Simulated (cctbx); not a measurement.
# Interatomic vectors of ScCoGe2O7

Space group C222 (no. 21), a = 7.8990 Å, b = 13.2630 Å, c = 4.7650 Å, α = 90.00°, β = 90.00°, γ = 90.00°, content Ge8 Co4 Sc4 O28.

Simulated single-crystal data (cctbx): Mo Kα, λ = 0.71073 Å, to d = 0.75 Å, 70 % of the full sphere, strongest reflection 40000 counts, noise from counting, a 6 % proportional error and a noise floor of 15 counts (s.d.); no absorption.

Patterson synthesis, origin scaled to 1000:

```text
Patterson group C m m m
      u       v       w   height  length (A)
  0.000   0.000   0.000   1000.0     0.00
  0.000   0.500   0.000    879.4     6.63
  0.250   0.122   0.500    796.3     3.49
  0.000   0.249   0.000    732.5     3.31
  0.192   0.500   0.281     79.6     6.93
  0.191   0.000   0.264     77.6     1.97
  0.032   0.110   0.228     66.8     1.83
  0.032   0.391   0.219     62.6     5.30
  0.195   0.222   0.248     44.4     3.52
  0.200   0.275   0.262     43.0     4.17
  0.000   0.186   0.205     38.6     2.66
  0.000   0.320   0.242     34.6     4.40
  0.000   0.500   0.500     16.8     7.05
  0.250   0.063   0.299     13.8     2.57
```

Q: Assign the vectors.

A peak at u stands for all pairs with xi − xj = u, with weight Σ ZiZj against Σ Z² = 14664 at the origin. Peak heights follow these weights only roughly, since form factors, motion and series ripples differ, all vectors within 0.55 Å of a peak are counted as merged into it though the farther ones add only part of their weight, and F(000) is left out, which lowers the whole map:

| u | v | w | shortest length (Å) | height | 1000 ΣZiZj/ΣZ² | pairs in the cell |
| --- | --- | --- | --- | --- | --- | --- |
| 0.000 | 0.500 | 0.000 | 3.95 | 879 | 878 | 8 × Ge–Ge, 4 × Co–Co, 4 × Sc–Sc |
| 0.250 | 0.122 | 0.500 | 3.49 | 796 | 838 | 8 × Ge–Co, 8 × Ge–Sc |
| 0.000 | 0.249 | 0.000 | 3.30 | 732 | 903 | 8 × Ge–Ge, 8 × Co–Sc, 8 × O–O |
| 0.192 | 0.500 | 0.281 | 2.78 | 80 | 199 | 8 × Ge–O, 4 × Co–O |
| 0.191 | 0.000 | 0.264 | 1.96 | 78 | 140 | 8 × Ge–O |
| 0.032 | 0.110 | 0.228 | 1.84 | 67 | 199 | 8 × Ge–O, 4 × Co–O |
| 0.032 | 0.391 | 0.219 | 4.10 | 63 | 199 | 8 × Ge–O, 4 × Co–O |

The table stops at ten peaks or at a height of 45, below which ripples compete. In the model behind the data Ge, the heaviest element, has 1 independent site: (0.2550, 0.1346, 0.4877), up to an allowed shift of origin; the Ge–Ge vectors are differences of these positions and their symmetry mates. The whole model:

```csv
atom,mult.,x,y,z,Ueq (Å²)
Ge1,8,0.2550,0.1346,0.4877,0.0171
Co1,4,1/2,0.7510,0,0.0066
Sc1,2,1/2,0,0,0.0151
Sc2,2,0,0,0,0.0101
O1,8,0.4215,0.3567,0.2378,0.0133
O2,8,0.7504,0.9537,0.7376,0.0173
O3,8,0.4198,0.1482,0.2332,0.0177
O4,4,1/4,1/4,0.6731,0.0248
```

The model was made for the exercise: a known structure type with other elements put in, its volume estimated, not relaxed; displacement parameters are assumed.

[Logs are printed without paths, hosts, clocks, repeated set-up lines and the standing remarks that a program may print on its own settings, such as how far it seeks lower states.]
